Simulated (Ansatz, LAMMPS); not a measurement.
# Structural relaxation of glassy NaFeSi2O6 (120 atoms), part 3 of 4

Aim: bring glassy NaFeSi2O6 (120 atoms) to a nearby minimum of the energy and see what moves.

Ansatz 0.2.0; Kohn-Sham DFT, LDA, PAW (set soft_2), plane waves.

The cell: 12 Fe, 12 Na, 72 O and 24 Si. The quench rate of 10 K/ps far exceeds what a furnace or splat quench reaches. The starting topology of bonds comes from the classical model. Without a Hubbard term or exact exchange, open shells on Fe are likely too delocalised. Sampling is at Γ alone, for a cell whose shortest periodic width is 12 Å.

So far, density (g/cm³): step 5 (distances and neighbours after relaxation) 2.76.

### 6. Single point at the relaxed geometry

One more single point at the end of the walk gives the fuller output and checks the residual forces.

input.yaml reads:

```yaml
crystal:
  lattice:
    - [11.8563, 0.0, 0.0]
    - [0.0, 11.8563, 0.0]
    - [0.0, 0.0, 11.8563]
  atoms:
    - { symbol: Fe, position: [0.04587, 0.98547, 0.50977], spin: 5.0 }
    - { symbol: Fe, position: [0.8474, 0.05129, 0.64564], spin: 5.0 }
    - { symbol: Fe, position: [0.14854, 0.42999, 0.50651], spin: -5.0 }
    - { symbol: Fe, position: [0.39082, 0.71687, 0.76608], spin: 5.0 }
    - { symbol: Fe, position: [0.87977, 0.50232, 0.86016], spin: 5.0 }
    - { symbol: Fe, position: [0.41672, 0.66527, 0.47291], spin: -5.0 }
    - { symbol: Fe, position: [0.19447, 0.19151, 0.5582], spin: -5.0 }
    - { symbol: Fe, position: [0.05005, 0.273, 0.23451], spin: -5.0 }
    - { symbol: Fe, position: [0.9413, 0.75524, 0.033], spin: -5.0 }
    - { symbol: Fe, position: [0.98051, 0.55085, 0.22419], spin: 5.0 }
    - { symbol: Fe, position: [0.1602, 0.61371, 0.39066], spin: 5.0 }
    - { symbol: Fe, position: [0.18747, 0.65009, 0.09973], spin: -5.0 }
    - { symbol: Na, position: [0.69187, 0.7357, 0.88581] }
    - { symbol: Na, position: [0.18685, 0.55989, 0.82893] }
    - { symbol: Na, position: [0.04033, 0.3589, 0.73647] }
    - { symbol: Na, position: [0.81488, 0.25469, 0.91576] }
    - { symbol: Na, position: [0.20227, 0.01409, 0.29881] }
    - { symbol: Na, position: [0.75279, 0.32519, 0.33889] }
    - { symbol: Na, position: [0.35104, 0.34228, 0.06599] }
    - { symbol: Na, position: [0.63519, 0.69003, 0.36393] }
    - { symbol: Na, position: [0.90471, 0.01032, 0.1263] }
    - { symbol: Na, position: [0.56148, 0.50523, 0.76469] }
    - { symbol: Na, position: [0.7114, 0.02043, 0.44448] }
    - { symbol: Na, position: [0.6037, 0.13419, 0.11153] }
    - { symbol: O, position: [0.83632, 0.38621, 0.75926] }
    - { symbol: O, position: [0.22115, 0.08472, 0.04041] }
    - { symbol: O, position: [0.46067, 0.59017, 0.33321] }
    - { symbol: O, position: [0.64209, 0.61061, 0.06614] }
    - { symbol: O, position: [0.76726, 0.44205, 0.97415] }
    - { symbol: O, position: [0.94282, 0.27413, 0.34802] }
    - { symbol: O, position: [0.5727, 0.80598, 0.70833] }
    - { symbol: O, position: [0.89595, 0.91435, 0.56316] }
    - { symbol: O, position: [0.10821, 0.9316, 0.82665] }
    - { symbol: O, position: [0.98161, 0.55398, 0.74917] }
    - { symbol: O, position: [0.90126, 0.11712, 0.49973] }
    - { symbol: O, position: [0.93652, 0.82664, 0.17843] }
    - { symbol: O, position: [0.69468, 0.9898, 0.63266] }
    - { symbol: O, position: [0.03894, 0.41068, 0.15324] }
    - { symbol: O, position: [0.67497, 0.94029, 0.84572] }
    - { symbol: O, position: [0.03781, 0.91224, 0.35908] }
    - { symbol: O, position: [0.25944, 0.3127, 0.45586] }
    - { symbol: O, position: [0.02746, 0.67986, 0.32556] }
    - { symbol: O, position: [0.49154, 0.21169, 0.73099] }
    - { symbol: O, position: [0.43123, 0.17433, 0.05293] }
    - { symbol: O, position: [0.09493, 0.57767, 0.55417] }
    - { symbol: O, position: [0.00307, 0.42238, 0.92703] }
    - { symbol: O, position: [0.40125, 0.19873, 0.32842] }
    - { symbol: O, position: [0.05053, 0.13264, 0.89827] }
    - { symbol: O, position: [0.16249, 0.29564, 0.00636] }
    - { symbol: O, position: [0.2692, 0.76785, 0.84579] }
    - { symbol: O, position: [0.49335, 0.79957, 0.4103] }
    - { symbol: O, position: [0.14639, 0.8839, 0.57079] }
    - { symbol: O, position: [0.19899, 0.24104, 0.25541] }
    - { symbol: O, position: [0.51884, 0.02218, 0.39078] }
    - { symbol: O, position: [0.32467, 0.93646, 0.45512] }
    - { symbol: O, position: [0.03583, 0.63691, 0.11693] }
    - { symbol: O, position: [0.48408, 0.99764, 0.72321] }
    - { symbol: O, position: [0.07132, 0.74987, 0.94381] }
    - { symbol: O, position: [0.77308, 0.08009, 0.99739] }
    - { symbol: O, position: [0.09711, 0.72977, 0.7227] }
    - { symbol: O, position: [0.24984, 0.59684, 0.24386] }
    - { symbol: O, position: [0.83466, 0.32559, 0.53437] }
    - { symbol: O, position: [0.26488, 0.78259, 0.10388] }
    - { symbol: O, position: [0.48809, 0.76512, 0.10777] }
    - { symbol: O, position: [0.82541, 0.53665, 0.18132] }
    - { symbol: O, position: [0.13703, 0.09335, 0.46269] }
    - { symbol: O, position: [0.25522, 0.73197, 0.43488] }
    - { symbol: O, position: [0.53992, 0.63459, 0.56854] }
    - { symbol: O, position: [0.79503, 0.18547, 0.70458] }
    - { symbol: O, position: [0.39525, 0.95192, 0.02896] }
    - { symbol: O, position: [0.42931, 0.55088, 0.11184] }
    - { symbol: O, position: [0.09834, 0.47417, 0.3704] }
    - { symbol: O, position: [0.3533, 0.40254, 0.25887] }
    - { symbol: O, position: [0.91941, 0.69709, 0.58504] }
    - { symbol: O, position: [0.85172, 0.79121, 0.385] }
    - { symbol: O, position: [0.84163, 0.86529, 0.97503] }
    - { symbol: O, position: [0.02535, 0.07876, 0.67503] }
    - { symbol: O, position: [0.35062, 0.77509, 0.61994] }
    [... 36 atom lines left out ...]
    - { symbol: Si, position: [0.38083, 0.85119, 0.1198] }
    - { symbol: Si, position: [0.93958, 0.24774, 0.48303] }
    - { symbol: Si, position: [0.02543, 0.0354, 0.80304] }
    - { symbol: Si, position: [0.30254, 0.29311, 0.32726] }
    - { symbol: Si, position: [0.37641, 0.53911, 0.24177] }
    - { symbol: Si, position: [0.52484, 0.28727, 0.62308] }
magnetization:
  spin_polarized: true
kpoints:
  mp_grid: { grid: [1, 1, 1] }
hamiltonian:
  xc: lda
scf:
  occupations: { method: gaussian, width: 0.05 }
  lower_state_search: "off"
output:
  forces: true
  stress: true
  populations: true
  dos:
    method: { smearing: { sigma: 0.08 } }
    de: 0.1
    projected: { site_lists: { Fe: [Fe], Na: [Na], O: [O], Si: [Si] } }
  eigenvalues: true
  write_density: true
  write_potential: true
  volumetric_format: npy
  elf: true
```

Run with:

```
ansatz run input.yaml --threads 4 --pin off --max-ram 8192MiB --backend cpu --events-out ev --progress --plain --runs-dir out
```

Numbers of over 12 decimals in the logs are rounded to 6 here.

Log:

```text
[...]
Crystal: 120 atoms, lattice volume = 1666.662 Å³
Basis set: ecut = 420 eV, 32531 PW (Γ)
Bands: 564, of which v1, the nominal top of the filled ones, is band 414 counted from 1 (413 counted from 0)
Symmetry: 1 space group operations
[...]
k-points: 1
[...]
Starting moments: Σ|m| = 60 μB on 12 of 120 sites
[...]
SCF iter   1: F=—  HF=-125449.528713 eV  |F-HF|=—  |Δ(HF+E_count)|=         —  Δρ=2.08e-1 (↑2.08e-1 ↓2.04e-1)  dr2=3.29e3  dr2_m=2.68e2  M=1.055 μB ∫|m|=16.736 μB  β_m=0.30  ethr=3.10e-3  ⟨swp⟩=6.5  Hψ=4537  notcnv=0  defer=127
[...]
SCF iter  16: F=—  HF=-125306.584814 eV  |F-HF|=—  |Δ(HF+E_count)|=   6.60e-2  Δρ=7.81e-3 (↑3.35e-3 ↓7.81e-3)  dr2=2.61e0  dr2_m=1.52e-1  M=-0.000 μB ∫|m|=52.306 μB  β_m=0.30  ethr=2.31e-4  ⟨swp⟩=2.0  Hψ=1309  notcnv=0  defer=286
[...]
spin-set hold released at iteration 16 (site moments' squared step at or under half its running peak, from the soft ceiling on): the magnetisation degrees of freedom join the quasi-Newton model from the next iteration; the mixer history was flushed
SCF iter  17: F=—  HF=-125306.889091 eV  |F-HF|=—  |Δ(HF+E_count)|=   3.04e-1  Δρ=1.86e-2 (↑1.86e-2 ↓7.64e-3)  dr2=1.31e1  dr2_m=8.25e-1  M=0.002 μB ∫|m|=51.532 μB  β_m=0.13  ethr=2.31e-4  ⟨swp⟩=5.0  Hψ=3008  notcnv=0  defer=280  recentre
[...]
SCF iter  42: F=-125306.663163 eV  HF=-125306.663163 eV  |F-HF|=1.76e-8  |Δ(HF+E_count)|=   9.26e-9  Δρ=9.33e-7 (↑9.33e-7 ↓7.20e-7)  dr2=4.24e-8  dr2_m=3.03e-9  M=0.000 μB ∫|m|=53.213 μB  ethr=1.21e-11  ⟨swp⟩=5.0  Hψ=5726  notcnv=0
SCF 1 converged in 42 iterations: F = -125306.663163 eV  dr2 = 4.24e-8
[...]
SCF converged after 42 iterations
Magnetization: 0.0001 μB (414.0000 up, 414.0000 down)
Absolute magnetization: 53.2361 μB (∫|ρ↑−ρ↓|, with the PAW one-centre terms)
[...]
Per-site moments (μB) at R_I (Å): [(3.208189, 0.728123), (3.580043, 0.761145), (-3.113051, 0.741680), (3.505547, 0.753617), (3.596180, 0.778823), [...]
Free energy (F): -125306.663163 eV
[...]
Internal energy: -125306.663154 eV  (E = F + TS)
E sigma→0 (E₀):  -125306.663159 eV
Entropy (-TS):   -0.000009 eV (-0.000 meV/atom)
Fermi energy:    4.561926 eV
[...]
--- Forces (eV/Å), atoms counted from 1 ---
  atom   1  Fe    -0.01010562    -0.02171114    -0.00093344
  atom   2  Fe    -0.00169883     0.03105645     0.00784775
  atom   3  Fe    -0.01485360    -0.01216554    -0.03514271
  atom   4  Fe    -0.01034695    -0.01766263     0.01794299
  atom   5  Fe    -0.04897701    -0.03546114    -0.00503826
  atom   6  Fe    -0.00057548    -0.01946237    -0.00875068
  atom   7  Fe    -0.01794526    -0.00759407    -0.02533983
  atom   8  Fe    -0.00562514    -0.01922286    -0.00476533
  atom   9  Fe     0.02516953     0.00035722    -0.00249095
  atom  10  Fe    -0.01280582    -0.00407333    -0.00124159
  atom  11  Fe     0.01850363     0.00211834    -0.01478991
  atom  12  Fe     0.01216470     0.02744835     0.01157764
  atom  13  Na    -0.00858502     0.00521102     0.00103173
  atom  14  Na     0.01678347    -0.00503844    -0.01197556
[...]
atom 119  Si     0.00122558     0.01320497     0.01325355
  atom 120  Si    -0.00363123     0.01145550     0.00588349
  max |Σ_I F_I| component: 1.85e-4 eV/Å
--- Stress (GPa, compression-positive) ---
       -4.361908      -0.226165      -0.501706
       -0.226165      -2.694663      -0.339987
       -0.501706      -0.339987      -4.499606
  P = ⅓ Tr σ = -3.8521 GPa (-38.521 kbar)
--- Band table (eV) ---
[...]
--- Löwdin populations: 120 sites ---
  site symbol       q [e]    m [muB]
     0     Fe     14.6048     3.5303
     1     Fe     14.5215     3.8534
     2     Fe     14.6679    -3.4086
[...]
119     Si      2.2813     0.0003
  spilling = 0.009173 (of n_electrons = 828.000000)
```

Wall time 90 s (4 threads of Intel Xeon 6975P-C (Granite Rapids), shared host); peak memory 4.4 GiB; 5.9 min of CPU time.

The run gave:

* free energy: -125306.6632 eV
* free energy per atom: -1044.2222 eV/atom
* SCF cycles: 42
* pressure: -3.852 GPa
* r.m.s. force component: 0.01099 eV/Å
* longest force: 0.06068 eV/Å
* Fermi energy: 4.562 eV
* gap (highest filled to lowest empty level): 0.2843 eV
* absolute moment: 53.24 μB
* spilling of the projection: 0.009173

Löwdin charges by element and coordination (they lack the spilled electrons, 0.063 e an atom on average):

```csv
element,coordination,atoms,mean charge (e),spread,least,most
Fe,all,12,1.41,0.0649,1.32,1.50
Fe,4,2,1.39,0.0499,1.34,1.44
Fe,5,5,1.43,0.0649,1.32,1.50
Fe,6,5,1.41,0.0663,1.33,1.48
Na,all,12,0.803,0.0132,0.776,0.822
Na,3,2,0.816,0.0063,0.810,0.822
Na,4,1,0.803,0,0.803,0.803
Na,5,6,0.801,0.0151,0.776,0.822
Na,6,1,0.807,0,0.807,0.807
Na,7,1,0.800,0,0.800,0.800
Na,8,1,0.787,0,0.787,0.787
O,all,72,-0.812,0.0567,-0.962,-0.638
O,2,15,-0.779,0.0188,-0.837,-0.754
O,3,39,-0.805,0.0606,-0.956,-0.638
O,4,17,-0.856,0.0416,-0.962,-0.794
O,5,1,-0.854,0,-0.854,-0.854
Si,all,24,1.65,0.0398,1.58,1.72
```

Magnetic moments by element and coordination:

```
element  coordination  atoms  mean moment (μB)  spread    least     most
     Fe           all     12            0.0035    3.36    -3.56     3.60
     Fe             4      2             -3.32   0.144    -3.47    -3.18
     Fe             5      5             0.690    3.33    -3.47     3.60
     Fe             6      5             0.647    3.26    -3.56     3.58
     Na           all     12           -2.0e-4  5.0e-4  -0.0013   7.0e-4
     Na             3      2           -4.0e-4  4.0e-4  -8.0e-4        0
     Na             4      1           -0.0013       0  -0.0013  -0.0013
     Na             5      6            1.0e-4  3.0e-4  -2.0e-4   7.0e-4
     Na             6      1            1.0e-4       0   1.0e-4   1.0e-4
     Na             7      1           -6.0e-4       0  -6.0e-4  -6.0e-4
     Na             8      1           -1.0e-4       0  -1.0e-4  -1.0e-4
      O           all     72           -3.0e-4   0.092   -0.183    0.194
      O             2     15           -0.0014   0.076   -0.150    0.160
      O             3     39            0.0014  0.0875   -0.183    0.194
      O             4     17           -0.0099   0.111   -0.164    0.148
      O             5      1             0.116       0    0.116    0.116
     Si           all     24            1.0e-4  0.0041  -0.0082   0.0101
```

Density of states as counts of states in windows of 1 eV (from the Fermi level), total and the larger projections:

```
from (eV)  to (eV)  total up  total down   O p  Fe d  Si p   O s
      -18      -17      10.6        10.2   0.3   0.3   2.5  17.0
      -17      -16       1.9         1.9   0.1   0.0   0.5   3.0
      -16      -11       0.0         0.0   0.0   0.0   0.0   0.0
      -11      -10       4.1         4.2   5.4   0.1   0.4   0.4
      -10       -9       7.1         7.0   9.5   0.2   1.0   0.8
       -9       -8       9.1         8.4  12.1   0.6   1.7   0.9
       -8       -7      14.3        15.8  21.5   2.3   4.0   0.6
       -7       -6      27.1        26.6  36.9   8.4   4.9   1.2
       -6       -5      31.1        30.9  43.6  11.0   3.5   1.7
       -5       -4      40.4        41.1  62.7  11.8   2.8   1.7
       -4       -3      44.2        42.6  71.0  10.5   1.9   1.2
       -3       -2      41.6        40.5  66.5  11.9   1.2   0.8
       -2       -1      20.8        23.5  32.5   9.9   0.6   0.6
       -1        0       6.3         5.4   5.2   5.7   0.1   0.4
        0        1      17.0        16.5   5.9  26.5   0.3   0.3
        1        2       9.0         9.3   4.0  12.9   0.2   0.6
        2        3       5.0         5.1   2.1   5.2   0.2   0.8
        3        4       3.3         3.2   0.5   0.0   0.3   0.7
        4        5       5.8         5.4   1.0   0.1   1.1   1.3
```

The curve was stored every 0.10 eV, coarse against its broadening of 0.08 eV, so these counts are rough.

Between -26 and -18 eV lie 191 more states.

The stored curve holds about 708 of the 828 electrons; the rest, give or take the few that broadening carries across the Fermi level, lie in deeper levels below its range.

The levels nearest the highest filled one (over half full), pooled over k-points and spins:

```
level less the highest filled one (eV)  occupation
                                -0.471           1
                                -0.318           1
                                -0.213           1
                                -0.136           1
                               -0.0994           1
                                     0           1
                                 0.284           0
                                 0.314           0
                                 0.359           0
                                 0.392           0
                                 0.411           0
                                 0.426           0
```

(Part 3 of 4 ends here.)

[Logs are printed without paths, hosts, clocks, repeated set-up lines and the standing remarks that a program may print on its own settings, such as how far it seeks lower states.]

[Hosts, paths, dates, database ids (printed as entryN), source tags and the programs' standing remarks are cut or masked in the printed files.]
